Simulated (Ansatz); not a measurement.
# Ga in place of In at several sites of random zinc-blende (Al, Ga, In)P solid solution (64 atoms): runs compared

At which site of random zinc-blende (Al, Ga, In)P solid solution (64 atoms) does Ga in place of In cost least, and what about the site decides it?

Computed with Ansatz 0.2.0: Kohn-Sham DFT, PBE, PAW (set soft_1), plane waves.

## 1. The cell as built

The cell holds 64 atoms: 14 Ga, 32 P, 8 In and 10 Al. Its edges and angles: a = 11.130 Å, b = 11.130 Å, c = 11.130 Å, α = 90.0°, β = 90.0°, γ = 90.0°. It derives from AlP and InP and GaP. Zinc-blende lattice (a = 5.565 Å, the mean of the end members), 2 x 2 x 2 cells, metal sites filled at random with 10 Al, 14 Ga, 8 In; not relaxed, displaced by a Gaussian of 0.02 Å.

Limits known from the start: Only the Γ point is sampled, in a cell whose shortest periodic width is 11 Å.

## 2. The reference run

The reference is a single point at the end of the relaxation.

Every defect cell starts from the geometry of this run and is relaxed in the fixed cell.

Its input, with most atom lines left out:

```yaml
crystal:
  lattice:
    - [11.13, 0.0, 0.0]
    - [0.0, 11.13, 0.0]
    - [0.0, 0.0, 11.13]
  atoms:
    - { symbol: Ga, position: [0.99245, 0.99723, 0.00056] }
    - { symbol: P, position: [0.12256, 0.10984, 0.12574] }
    - { symbol: In, position: [0.99572, 0.24995, 0.25076] }
    - { symbol: P, position: [0.12389, 0.38754, 0.37694] }
    - { symbol: Al, position: [0.24981, 0.9981, 0.25129] }
    - { symbol: P, position: [0.38195, 0.11797, 0.36739] }
    - { symbol: In, position: [0.25173, 0.25013, 0.00258] }
    [... atom lines 8 to 64 left out ...]
kpoints:
  mp_grid: { grid: [1, 1, 1] }
hamiltonian:
  xc: pbe
  pseudopotentials: { kind: paw, azcp: { folder: soft_1 } }
scf:
  occupations: { method: fixed }
output:
  forces: true
  stress: true
  populations: true
  dos:
    method: { smearing: { sigma: 0.08 } }
    de: 0.1
    projected: { site_lists: { Al: [Al], Ga: [Ga], In: [In], P: [P] } }
  eigenvalues: true
  write_density: true
  write_potential: true
  volumetric_format: npy
```

```
free energy per atom   : -1989.4630 eV/atom
r.m.s. force component : 0.00197 eV/Å
pressure               : 2.534 GPa
```

Filled and empty levels are parted by 1.54 eV at Γ alone; the mesh holds the band edges only if they fold onto it, so the gap at this level can be narrower or closed, while semilocal functionals tend to narrow gaps against experiment.

## 3. The runs

Each row is one run, on 4 threads of Arm Neoverse V2, shared host. The free energy is the program's total, comparable only between runs with the same functional, potentials and atoms.

```tsv
run	atoms	outcome	ionic steps, all passes	free energy (eV)	time	host memory (GiB)
Single point at the start	64	converged	-	-127322.332	10 s	1.4
Relaxation	64	converged	4	-127325.631	28 s	1.4
Single point at the relaxed geometry	64	converged	-	-127325.631	19 s	1.5
Ga on a site of In, site In63	64	converged	3	-125511.315	77 s	2.4
Ga on a site of In, site In7	64	converged	3	-125511.221	80 s	2.4
Ga on a site of In, site In51	64	converged	3	-125511.299	79 s	2.4
Ga on a site of In, site In23	64	converged	3	-125511.372	79 s	2.4
Ga on a site of In, site In3	64	converged	3	-125511.299	78 s	2.4
```

In some runs the program notes that starting moments were not kept.

A closer look about site In23, the cheapest one, after relaxation: 10 atoms, nearest first, numbered in the order of the input, with positions taken from that point.

```tsv
atom	x	y	z	distance (Å)	bonds
Ga23	0.00	0.01	0.00	0.01	4
P24	1.34	1.48	1.27	2.36	4
P28	-1.45	1.30	-1.34	2.37	4
P30	1.49	-1.30	-1.31	2.37	4
P18	-1.37	-1.40	1.35	2.38	4
Ga19	-2.75	0.00	2.73	3.87	4
Al5	0.01	2.74	2.75	3.88	4
Ga21	0.03	-2.73	2.77	3.89	4
In51	2.77	0.00	2.73	3.89	4
In29	0.02	-2.73	-2.81	3.92	4
```

The column of bonds counts only the pairs P-Ga within 2.83 Å, P-Al within 2.77 Å, P-In within 2.93 Å; other neighbours, such as metal atoms beside each other in a compound, aren't counted, and periodic images can show an atom twice.

## 4. The sites compared

All these cells hold the same atoms, so their energies can be compared with no chemical potential.

```tsv
site	neighbours	mean distance (Å)	atoms within 6 Å	energy over the best site (eV)	before relaxation (eV)	gain on relaxing (eV)
In23	P4	2.51	38	0.00	0.00	0.37
In63	P4	2.52	41	0.06	0.05	0.36
In3	P4	2.52	36	0.07	0.06	0.36
In51	P4	2.52	38	0.07	0.06	0.36
In7	P4	2.53	34	0.15	0.13	0.34
```

Neighbours are those of the relaxed host within 2.93 Å (P-In); other pairs aren't counted.

## 5. What came out

The cheapest site is In23 (4 neighbours, P4); the dearest, In7 (4 neighbours, P4), costs 0.15 eV more. Over 5 sites the energy rises with the mean distance to neighbours (correlation +1.00). Sites with the same first shell differ by up to 0.15 eV, from their geometry, farther neighbours or both. Relaxation gains 0.34 to 0.37 eV and leaves the best site the same.

**Limits.** Defects are neutral and interact with their images. The reference ran with fixed occupations, but 5 of the 5 defect cells with fermi-dirac smearing of 0.025 eV, spin polarised. In the spin-polarised runs the search for a state of lower energy was switched off. Only 5 of the 8 In sites were tried; unless symmetry makes the others alike to these, a cheaper one may exist. The host structure and its lattice constant were typed by rule, without a check against the phase diagram. The pressure of 2.5 GPa means that a free cell would grow at this level.

The DFT runs together took 7.5 min of wall time.

[Logs are printed without paths, hosts, clocks, repeated set-up lines and the standing remarks that a program may print on its own settings, such as how far it seeks lower states.]

[Hosts, paths, dates, database ids (printed as entryN), source tags and the programs' standing remarks are cut or masked in the printed files.]
